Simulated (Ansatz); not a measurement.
# Is AlGeW in the AlB2 type a stable metal?, part 2 of 2

Question: is the lattice of AlGeW in the AlB2 type stable, and if so, what are its coupling constant and resistivity?

Ansatz 0.2.0; DFT PBE, scalar-relativistic, plane waves, PAW; PAW set soft_1.

So far. Step 2 (Relaxing cell and atoms): The largest force is now zero by symmetry and the largest stress component 0.020 GPa. Step 3 (Relaxation): The largest force is now zero by symmetry and the largest stress component 0.0070 GPa. The relaxed cell has a = 4.517, c = 2.667 Å (conventional setting).

The structure was built from a prototype and need not be the compound's stable phase.

## Step 4: Relaxing tightly for phonons

No force is left; the cell is relaxed once more with another smearing and tight thresholds.

input.yaml reads:

```yaml
crystal:
  lattice:
    - [4.5173975796, 3.3225e-06, 0.0]
    - [-2.2587016671, 3.9121794017, 0.0]
    - [0.0, 0.0, 2.6673015413]
  atoms:
    - { symbol: W, position: [0.0, 0.0, 0.0] }
    - { symbol: Al, position: [0.3333333333, 0.6666666667, 0.5] }
    - { symbol: Ge, position: [0.6666666667, 0.3333333333, 0.5] }
kpoints:
  mp_grid: { grid: [9, 9, 12] }
hamiltonian:
  xc: pbe
  pseudopotentials: { kind: paw, azcp: { folder: soft_1 } }
scf:
  occupations: { method: methfessel_paxton, width: 0.2 }
output:
  forces: true
  stress: true
  eigenvalues: true
relax:
  adjacent_minimum: "off"
  f_tol: 0.001
  max_steps: 60
  cell: { stress_tol: 0.01 }
```

Command:

```console
ansatz run input.yaml --threads 4 --pin off --max-ram 12288MiB --backend cpu --events-out ev --progress --plain --runs-dir out
```

Numbers of over 12 decimals in the logs are rounded to 6 here.

Output:

```text
[the first part of the log is left out]
  E_vxc        = -326.648015  (∫ρ·V_xc dr)
  E_paw        = -11060.152471  (= ΣΔE_a)
  E_vpaw       = -456.332348  (= ΣTr[D̂ρ^β])
  E_aug_tail   = 0.000156  (compensation charges beyond the density's cutoff)
  E_ewald      = -2969.873232
  E_smearing   = -0.001057  (= −TS)
  E_closure    = -0.000000  (closes the sum)
  Σ components = -15217.448896   (vs F -15217.448896, Δ=0.00e0)
[...]
--- Stress (GPa, compression-positive) ---
       -0.000099       0.000000      -0.000000
       -0.000000      -0.000099      -0.000000
       -0.000000      -0.000000      -0.000031
  P = ⅓ Tr σ = -0.0001 GPa (-0.001 kbar)
--- Band table (eV; the first three rows and the last of 84) ---
[...]
--- Relaxed structure (3 steps of the walk, 3 accepted, 1 SCFs on fresh bases) ---
[...]
cell:  # Å, volume = 47.1297 Å³
    - [4.517187, 3.322304703674532e-6, 0]
    - [-2.258596, 3.911997, 0]
    - [0.0, 0, 2.667033]
  atoms:
    - { symbol: W, position: [0, 0, 0] }
    - { symbol: Al, position: [0.333333, 0.666667, 0.5] }
    - { symbol: Ge, position: [0.666667, 0.333333, 0.5] }
```

It took 8.6 s on 4 threads of Arm Neoverse V1, shared host; peak memory 0.45 GiB.

Little changed from the start: no atom moved by 0.005 Å and no cell edge by 0.1 %.

Numbers from this step:

| Quantity | Value |
| --- | --- |
| pressure | -7.64e-5 GPa |

The largest force is now zero by symmetry and the largest stress component 9.9e-5 GPa, small enough for phonons.

## Step 5: Phonons: q 2×2×2, k 4×4×6

Before any scattering is computed, the phonons show whether the structure is a minimum.

input.yaml reads:

```yaml
crystal:
  lattice:
    - [4.517186526, 3.3223e-06, 0.0]
    - [-2.2585961402, 3.911996624, 0.0]
    - [0.0, 0.0, 2.6670333297]
  atoms:
    - { symbol: W, position: [0.0, 0.0, 0.0] }
    - { symbol: Al, position: [0.3333333333, 0.6666666667, 0.5] }
    - { symbol: Ge, position: [0.6666666667, 0.3333333333, 0.5] }
kpoints:
  mp_grid: { grid: [4, 4, 6] }
hamiltonian:
  xc: pbe
  pseudopotentials: { kind: paw, azcp: { folder: soft_1 } }
scf:
  occupations: { method: methfessel_paxton, width: 0.2 }
output:
  eigenvalues: true
phonons:
  method: dfpt
  qmesh: [2, 2, 2]
  temperatures: { t_max: 1000, t_step: 50 }
  qpath:
    path:
      - [[0.0, 0.0, 0.0], [0.5, 0.0, 0.0], [0.33333333, 0.33333333, 0.0], [0.0, 0.0, 0.0], [0.0, 0.0, 0.5], [0.5, 0.0, 0.5], [0.33333333, 0.33333333, 0.5], [0.0, 0.0, 0.5]]
      - [[0.5, 0.0, 0.5], [0.5, 0.0, 0.0]]
      - [[0.33333333, 0.33333333, 0.5], [0.33333333, 0.33333333, 0.0]]
    npoints: 10
```

Output:

```text
[...]
Crystal: 3 atoms, lattice volume = 47.130 Å³
Basis set: ecut = 420 eV, 927 PW (Γ), exchange–correlation on 64×64×36 points (8 copies of the dense FFT grid, shifted against one another)
Bands: 20, of which v1, the nominal top of the filled ones, is band 16 counted from 1 (15 counted from 0)
Symmetry: 12 space group operations
k-points: 16 of 96 (time reversal used)
[...]
SCF iter   1: F=—  HF=-15217.982223 eV  |F-HF|=—  |Δ(HF+E_count)|=         —  Δρ=5.74e-2  dr2=2.25e0  ethr=3.10e-3  ⟨swp⟩=5.0  Hψ=1385  notcnv=0
[...]
SCF iter  10: F=-15217.447889 eV  HF=-15217.447889 eV  |F-HF|=3.64e-12  |Δ(HF+E_count)|=  7.28e-12  S|Δr|=    0.00e0  Δρ=5.03e-8  dr2=3.62e-13  ethr=1.00e-12  ⟨swp⟩=5.6  Hψ=1289  notcnv=0
SCF 1 converged in 10 iterations: F = -15217.447889 eV  dr2 = 3.62e-13
[...]
phonons: the bands overlap, so this run is a metal and interpolates without the dipole-dipole term. If the crystal is really an insulator or semiconductor, its LO-TO splitting is missing
NSCF: frozen V_eff on 16 k-points
[...]
DFPT response loops at q = (0, 0, 0) (fractional): preconditioner auto → Kerker (q_TF=auto, 2.544 Å⁻¹) (partly filled bands, converged f_vac=0.000); β = 1.00, the filter's whole step (`scf.mixing.beta` (0.50) is not read by the response loops under this deck's `scf.mixing.preconditioner`; to damp them name `kerker` or `kerker_dos`, under which they read `scf.mixing.beta`, and type it under 1.00, their step now; both keys bind the ground state too); Broyden in place of MSR1
[...]
SCF converged after 10 iterations
Stability not checked: this state was not tested for a lower state beside it, because cold or Methfessel-Paxton smearing, or corrected tetrahedra, fill the levels in a way that the test cannot read (fill_not_monotonic; see scf.lower_state_search)
Free energy (F): -15217.447889 eV
[...]
Internal energy: -15217.441080 eV  (E = F + TS)
E sigma→0 (E₀):  -15217.446186 eV
Entropy (-TS):   -0.006808 eV (-2.269 meV/atom)
Fermi energy:    15.010935 eV
[...]
--- Band table (eV; the first three rows and the last of 16) ---
  k-point 0: bands = [... 12 lower, 10.6298, 11.5108, 14.7140, 14.7140, 17.4592, 17.4592, 19.1432, 19.1432]
  k-point 1: bands = [... 12 lower, 11.7226, 12.1853, 13.6057, 13.6057, 17.7961, 18.1481, 18.1481, 19.0625]
  k-point 2: bands = [... 12 lower, 11.6658, 12.3601, 12.3601, 13.6095, 17.2303, 17.2303, 17.3033, 20.2948]
  k-point 15: bands = [... 12 lower, 11.8638, 12.1030, 14.3206, 14.5175, 15.3302, 17.0014, 17.2133, 19.6409]
--- Phonons (Γ-DFPT): 6 representative perturbations + reference (Σ response iterations 18) ---
  ASR residual: 1.426e-5 → 0.000e0 eV/Å²; symmetrization residual: 4.478e-6 eV/Å²
  ASR residual per site (eV/Å²): 9.17e-6 1.23e-5 1.43e-5
  Γ frequencies (cm⁻¹): -79.34 0.00 0.00 0.00 79.01 113.70 113.70 313.75 313.75
--- Phonons (arbitrary-q DFPT): 4 irreducible q on the 2×2×2 mesh ---
  q = [0.0000, 0.0000, 0.0000] (star 1, of the zone-centre solve; hermiticity 1.14e-6, symmetrization 8.27e-8): -79.34 -0.00 0.00 0.00 79.01 113.70 113.70 313.75 313.75
  q = [0.0000, 0.0000, -0.5000] (star 1, 6 solved perturbations in 168 linear systems a pass and spin channel, the states on 40 of 96 k-point pairs; hermiticity 2.67e-7, symmetrization 4.05e-7): 20.49 20.49 73.27 73.27 138.46 191.29 294.95 294.95 343.28
[...]
sum rule: each row above includes the acoustic sum rule's correction from the zone centre's row sums; it moved no ω² by more than (0.35 cm⁻¹)²
  mesh force constants: q→R imaginary residual 1.28e-17; ASR residual 1.426e-5 → 0.000e0 eV/Å²; symmetrization residual 4.441e-15 eV/Å²
  interpolated dispersion: 93 rows × 9 modes
  density of states and harmonic sums: on the 16×16×24 q-mesh, interpolated from the force constants of a 2×2×2 supercell (no non-analytic term)
  largest difference from the sums on the solved wave vectors: F 1.56e-1 eV, S 2.27e-4 and C_V 7.05e-5 eV/K
  zero-point energy: 0.087853 eV/cell   skipped modes (ω ≤ 0): 201, of them read as no rigid motion or as one in doubt: 198 (4.331e-1 modes/cell left out, lowest -79.34 cm⁻¹)   left out of the sums: 4.82e-2 of the cell's modes: C_V's classical limit lies that fraction below 3 k_B per atom; for a crystal, a wire or a layer, F and S can be off by more, and a phonons.interpolated_qmesh denser along its periods is the remedy for the sampling
```

The job ended after 30 s (4 threads; peak memory 0.51 GiB; 1.9 min of CPU time).

In the SCF lines HF is the Harris–Foulkes energy and dr2 the Hartree energy of the density residual, in eV; the loop may stop once dr2 is under the threshold and the program's other checks hold. Hψ counts applications of the Hamiltonian.

Numbers from this step:

| Quantity | Value |
| --- | --- |
| share of imaginary modes in the plain interpolation between solved wavevectors | 0.047 |
| highest frequency, solved or plainly interpolated | 343.3 cm⁻¹ |

Solved on the 2×2×2 mesh alone; all other wavevectors are interpolated. Phonon branches along the path, in cm⁻¹:

```tsv
point	branch 1	branch 2	branch 3	branch 4	branch 5	branch 6	branch 7	branch 8	branch 9
Γ	-79	0	0	0	79	114	114	314	314
halfway	-77	-37	57	72	83	119	141	314	320
M	-73	-59	89	90	100	108	163	318	327
halfway	-71	-60	84	88	101	105	177	307	337
K	-70	-61	83	87	99	104	188	301	342
halfway	-76	-42	58	80	84	118	151	311	326
Γ	-79	0	0	0	79	114	114	314	314
halfway	-13	-13	92	98	98	129	248	304	304
A	20	20	73	73	138	191	295	295	343
halfway	35	72	75	105	157	190	290	300	342
L	46	70	104	132	171	188	286	305	340
halfway	61	62	99	143	171	188	280	309	340
H	53	84	86	153	171	188	276	312	340
halfway	45	68	80	115	161	190	288	302	341
A	20	20	73	73	138	191	295	295	343
jump to L	46	70	104	132	171	188	286	305	340
halfway	80	89	96	108	124	154	249	302	316
M	-73	-59	89	90	100	108	163	318	327
jump to H	53	84	86	153	171	188	276	312	340
halfway	67	92	93	115	124	172	248	289	327
K	-70	-61	83	87	99	104	188	301	342
```

The phonon branches as a text plot (rows in cm⁻¹):

```
    334 |    ********          *******************     ***  *****
    317 |*******    *******             ***       **********
    299 |       ****       *************   ***********     * ****
    282 |                    *     ***********   * *     ****
    264 |
    246 |                   *                       *       *
    229 |
    211 |                  *                         *       *
    194 |        **             ******************       *     **
    176 |      **  *          **     *******     *    *  ** ***
    158 |    **     **       *     **    ** **    **********
    141 |  **                   ***   ***  *  ******           *
    123 |*****      ****  * * **     *      *      **       *
    106 |*    ******    ******     *****     *   ********    ****
     88 | ************** *  ****  * *   ***** *    **************
     70 |* **      **   *  *    ********* * ********        **
     53 | **         **   *       *   ******* *  *    *  ***  *
     35 | *           ** *        ****       ***
     18 |*             *       ***             **
      0 |*              ***   *
    -18 | *           **   ***                                 *
    -35 |  **        *                                         *
    -53 |    ********     *                            **       *
    -70 |*****************                             **       *
         Γ    M  K      Γ       A     L  H     A|L     M|H      K
```

Among the solved wavevectors the lowest mode, translations apart, is -79.3 cm⁻¹, imaginary.

## Step 6: Phonons by linear response: q 3×3×3, k 6×6×9

An imaginary mode on so few k-points may come from the sampling, so the phonons are repeated with another q and k mesh.

input.yaml, as its differences from that of step 5:

```diff
@@ -10,3 +10,3 @@
 kpoints:
-  mp_grid: { grid: [4, 4, 6] }
+  mp_grid: { grid: [6, 6, 9] }
 hamiltonian:
@@ -20,3 +20,3 @@
   method: dfpt
-  qmesh: [2, 2, 2]
+  qmesh: [3, 3, 3]
   temperatures: { t_max: 1000, t_step: 50 }
```

Output:

```text
[...]
Crystal: 3 atoms, lattice volume = 47.130 Å³
Basis set: ecut = 420 eV, 927 PW (Γ), exchange–correlation on 64×64×36 points (8 copies of the dense FFT grid, shifted against one another)
Bands: 20, of which v1, the nominal top of the filled ones, is band 16 counted from 1 (15 counted from 0)
Symmetry: 12 space group operations
k-points: 35 of 324 (time reversal used)
[...]
SCF iter   1: F=—  HF=-15217.965103 eV  |F-HF|=—  |Δ(HF+E_count)|=         —  Δρ=5.69e-2  dr2=2.14e0  ethr=3.10e-3  ⟨swp⟩=5.1  Hψ=3011  notcnv=0
[...]
SCF iter  10: F=-15217.446333 eV  HF=-15217.446333 eV  |F-HF|=3.64e-12  |Δ(HF+E_count)|=  9.09e-12  S|Δr|=    0.00e0  Δρ=3.63e-8  dr2=5.62e-13  ethr=1.00e-12  ⟨swp⟩=5.6  Hψ=2699  notcnv=0
SCF 1 converged in 10 iterations: F = -15217.446333 eV  dr2 = 5.62e-13
[...]
SCF converged after 10 iterations
[...]
Free energy (F): -15217.446333 eV
[...]
Internal energy: -15217.439590 eV  (E = F + TS)
E sigma→0 (E₀):  -15217.444647 eV
Entropy (-TS):   -0.006743 eV (-2.248 meV/atom)
Fermi energy:    15.087924 eV
[...]
--- Band table (eV; the first three rows and the last of 35) ---
  k-point 0: bands = [... 12 lower, 10.7371, 11.5095, 14.7215, 14.7215, 17.5311, 17.5311, 19.1350, 19.1350]
  k-point 1: bands = [... 12 lower, 11.2492, 11.8238, 14.1688, 14.1688, 17.8929, 17.8929, 19.0893, 19.0893]
  k-point 2: bands = [... 12 lower, 12.1689, 12.7840, 13.0978, 13.0978, 16.6597, 18.2107, 18.2107, 19.2290]
  k-point 34: bands = [... 12 lower, 11.9557, 12.0741, 14.1934, 14.4045, 15.9163, 16.1575, 16.9951, 20.7627]
[...]
ASR residual: 1.059e-5 → 0.000e0 eV/Å²; symmetrization residual: 5.241e-6 eV/Å²
  ASR residual per site (eV/Å²): 9.54e-6 1.06e-5 7.85e-6
  Γ frequencies (cm⁻¹): -67.96 0.00 0.00 0.00 93.35 101.03 101.03 311.65 311.65
--- Phonons (arbitrary-q DFPT): 6 irreducible q on the 3×3×3 mesh ---
[...]
interpolated dispersion: 93 rows × 9 modes
[...]
```

Elapsed: 3 min, on 4 threads; peak memory 1 GiB.

Numbers from this step:

| Property | Result |
| --- | --- |
| share of imaginary modes in the plain interpolation between solved wavevectors | 0.0403 |
| highest frequency, solved or plainly interpolated | 354.7 cm⁻¹ |

Solved on the 3×3×3 mesh alone; all other wavevectors are interpolated. Phonon branches along the path, in cm⁻¹:

```tsv
point	branch 1	branch 2	branch 3	branch 4	branch 5	branch 6	branch 7	branch 8	branch 9
Γ	-68	0	0	0	93	101	101	312	312
halfway	-71	-32	49	72	98	103	139	301	313
M	-80	-58	68	80	88	104	155	303	318
halfway	-83	-59	56	67	79	101	169	296	326
K	-86	-60	32	57	76	98	178	293	332
halfway	-73	-38	50	74	98	99	150	298	316
Γ	-68	0	0	0	93	101	101	312	312
halfway	6	6	102	102	127	140	258	305	305
A	15	15	101	101	185	202	299	299	355
halfway	45	76	85	117	189	202	295	304	348
L	68	75	114	141	191	208	288	307	348
halfway	69	91	116	146	192	210	282	308	351
H	68	109	114	151	194	213	277	309	354
halfway	58	82	84	123	190	203	292	306	348
A	15	15	101	101	185	202	299	299	355
jump to L	68	75	114	141	191	208	288	307	348
halfway	69	82	98	123	138	151	257	296	312
M	-80	-58	68	80	88	104	155	303	318
jump to H	68	109	114	151	194	213	277	309	354
halfway	54	90	92	123	144	166	260	285	320
K	-86	-60	32	57	76	98	178	293	332
```

The phonon branches as a text plot (rows in cm⁻¹):

```
    346 |                      *******************       **
    327 |     *******         *                        **  ******
    309 |******      ***********  *************  ***********
    290 |      *******       *  ********   ***********      *****
    272 |                               ***              ***
    254 |                   *                       *       *
    235 |
    217 |                  *           *****         *   *   *
    199 |                      *******************       **
    180 |       ****          ******         ******   *   **  ***
    162 |    ***    *        **                   **   ** *****
    143 |   *        *    * **       *******     ******  *  *  *
    125 | **          *    **      **   *   *       *       *
    107 |**************************  *** *** ********* ***** *  *
     88 |*** ***   ** ***         ***  **  ****   *******   ***
     70 |  ***********    *        * *********   ***********  ***
     52 | * *   ********          ***        **       *     *** *
     33 | **     **   ** *        *           *               ***
     15 |*                 *******             **
     -4 |*             ****
    -22 | **          *   *
    -40 |   *       **                                 *        *
    -59 |    *******     *                              *      *
    -77 |****************                              **       *
         Γ    M  K      Γ       A     L  H     A|L     M|H      K
```

Lowest modes at the softest wavevector of the mesh. The modes at q = (0.333, 0.333, 0.000) (shares of kinetic energy by element, %) (negative means imaginary):

```tsv
mode	frequency (cm⁻¹)	W %	Al %	Ge %
1	-86.3	100	0	0
2	-60.0	0	0	100
3	32.1	0	25	75
4	56.9	99	1	0
5	75.7	97	0	3
6	98.5	0	100	0
```

Displacements in mode 1 (-86.3 cm⁻¹), the largest set to 1, in the home cell:
```
W1  0.00 0.00 1.00
Al2 0.00 0.00 0.00
Ge3 0.00 0.00 0.00
```

Displacements in mode 6 (98.5 cm⁻¹), the largest set to 1, in the home cell:
```
W1   0.00  0.00  0.00
Al2  0.00  0.00 -1.00
Ge3  0.00  0.00  0.00
```

The modes has structure finer than the step of the table below, so its rows give means over 20 cm⁻¹, whole bins alone (the curve runs from -96.3 to 374 cm⁻¹). Peaks (cm⁻¹: height): Al 110.9: 0.0103, 137.6: 0.0088, 179.0: 0.00858, 214.6: 0.0106, 250.1: 0.0104, 309.3: 0.0575, 344.8: 0.0129; Ge -48.9: 0.00504, 69.5: 0.0214, 102.1: 0.0223, 155.3: 0.0249, 202.7: 0.0134, 309.3: 0.0135; W 81.3: 0.0439, 164.2: 0.00943, 187.9: 0.0158.

Phonopy on the run's constants, 15x15x21 mesh, Gaussian sigma 3.4 cm⁻¹. Table of modes by wavenumber; means over each step; values in 1/cm⁻¹/cell:

```tsv
wavenumber (cm⁻¹)	Al	Ge	W
-80	1.8e-5	9.3e-4	0.00331
-60	5.6e-5	0.00303	0.00303
-40	6.1e-5	0.00342	0.00285
-20	2.1e-5	5.4e-4	5.7e-4
0	3.1e-5	2.2e-4	5.4e-4
20	2.6e-4	0.00274	0.00538
40	0.00105	0.00503	0.0150
60	0.00355	0.0138	0.0243
80	0.00374	0.0164	0.0362
100	0.00779	0.0179	0.0247
120	0.00455	0.0102	0.00890
140	0.00564	0.0191	0.00499
160	0.00217	0.0194	0.00572
180	0.00432	0.00935	0.0109
200	7.6e-4	0.0108	0.00285
220	0.00400	0.00118	6.4e-6
240	0.00274	4.4e-5	7.2e-7
260	0.00196	2.8e-5	7.5e-7
280	0.0167	7.4e-4	9.2e-5
300	0.0517	0.00822	3.0e-4
320	0.0276	0.00672	2.0e-4
340	0.00938	2.3e-4	7.5e-7
360	0.00192	1.3e-5	0
```

No LO-TO term; unit eigenvectors of the mass-weighted matrix. Modes at Γ, with each element's share of the kinetic energy (negative means imaginary):

```tsv
mode	frequency (cm⁻¹)	symmetry	W %	Al %	Ge %
1	-68.0	A2''	27	0	73
2	0.0	unnamed	65	10	26
3	0.0	unnamed	65	10	26
4	0.0	unnamed	65	10	26
5	93.3	A2''	8	90	1
6	101.0	E'	35	13	52
7	101.0	E'	35	13	52
8	311.7	E'	0	77	23
9	311.7	E'	0	77	23
```

Displacements in mode 1 (-68.0 cm⁻¹), the largest set to 1:
```
W1   0.00  0.00 -0.38
Al2  0.00  0.00 -0.10
Ge3  0.00  0.00  1.00
```

Displacements in mode 9 (311.7 cm⁻¹), the largest set to 1:
```
W1   0.00 -0.02  0.00
Al2  0.00  1.00  0.00
Ge3  0.00 -0.33  0.00
```

Among the solved wavevectors the lowest mode, translations apart, is -86.3 cm⁻¹, imaginary.

## Step 7: Outcome

```yaml
phonon_run_of_the_rows_without_a_label_of_their_own: PBE, q 3×3×3, k 6×6×9
softest_mode_on_the_q_mesh: -86.3 cm⁻¹ at q = (0.333, 0.333, 0)
highest_frequency_solved_or_plainly_interpolated: 355 cm⁻¹
```

What this shows: The lattice is dynamically unstable at this level: a mode at q = (0.333, 0.333, 0) is imaginary, 86.3i cm⁻¹, so no harmonic coupling constant or resistivity is defined for this structure. These meshes are coarse, and single modes of a metal can move by tens of cm⁻¹ with the k mesh. Spin–orbit coupling, left out here, matters for W. The phonon runs are not spin-polarised. The structure was built by hand as an ordered model, and its stability against other phases was not tested.

[Logs are printed without paths, hosts, clocks, repeated set-up lines and the standing remarks that a program may print on its own settings, such as how far it seeks lower states.]

[Hosts, paths, dates, database ids (printed as entryN), source tags and the programs' standing remarks are cut or masked in the printed files.]
